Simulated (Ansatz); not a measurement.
# Gap against volume in glassy nearly rigid 77ZrO2-23SiO2 (mol %), from a frame at 1800 K, (90 atoms)

Density of this cell: 4.47 g/cm³. The cell holds 90 atoms: 23 Zr, 7 Si and 60 O. Cell: a = 10.701 Å, b = 10.887 Å, c = 10.402 Å, α = 90.1°, β = 86.2°, γ = 88.7°. The starting structure: 90 atoms (23 Zr, 7 Si, 60 O) placed at random at 4.39 g/cm³, melted at 4000 K for 10 ps at fixed volume with the Morse and Coulomb pair potential with partial charges (Pedone, Malavasi, Menziani, Cormack and Segre, J. Phys. Chem. B 110, 11780 (2006)). Snapshot at the end of a hold of 10 ps at 1800 K and fixed volume.

Calculated with Ansatz 0.2.0: Kohn-Sham DFT, PBE, PAW (set soft_2), plane waves; cutoff 420 eV, Γ point, gaussian smearing of 0.025 eV. The relaxed cell was scaled evenly and the atoms were relaxed at each volume. The gap is that between the highest filled and the lowest empty Kohn-Sham level on the run's k-points.

```
volume (Å³/atom)  gap (eV)
          12.088               3.439
          12.625               3.681
          13.028                   ?
          13.431               3.615
          13.834               3.672
          14.237               3.672
```

Task: Fit a straight line in ln V to the rows given and interpolate to the withheld row.

**Working.**

A volume deformation potential makes the spacing linear in u = ln(V/V0), with V0 = 13.431 Å³ the relaxed volume; v is the spacing.

```
u = ln(V/V0)  v (eV)
   -0.105360   3.439
  -0.0618744  3.6806
           0  3.6146
   0.0295591  3.6721
   0.0582685  3.6721
```

With n = 5: mean u = -0.0158815, mean v = 3.61568, Σ(u − ū)² = 0.017937, Σ(u − ū)(v − v̄) = 0.019553. Slope b = 0.019553 / 0.017937 = 1.0901; intercept a = v̄ − b ū = 3.6330.

At the withheld volume u = -0.03046, and v = a + b u.

Prediction at 13.028: 3.600 eV. The run gave 3.648 eV, so the fit is low by 0.048 eV (1.3 % of the value).

The rows follow a line only loosely (correlation 0.69 in size over all rows, under the 0.97 asked here), so the slope of +1.09 eV is a mean trend and no deformation potential. Among the rows given, the largest miss of the fit is at 12.625, by 0.12 eV (48 % of the range of the table).

Limits: The table spans 16 % in volume, wide for a linear law. Semilocal functionals tend to put gaps under measured ones. Only the Γ point is sampled. Atoms move by up to 1.2 Å in these relaxations, so the structure changes along the series. Defect or tail levels can set the spacing of a disordered cell.

[Logs are printed without paths, hosts, clocks, repeated set-up lines and the standing remarks that a program may print on its own settings, such as how far it seeks lower states.]

[Hosts, paths, dates, database ids (printed as entryN), source tags and the programs' standing remarks are cut or masked in the printed files.]
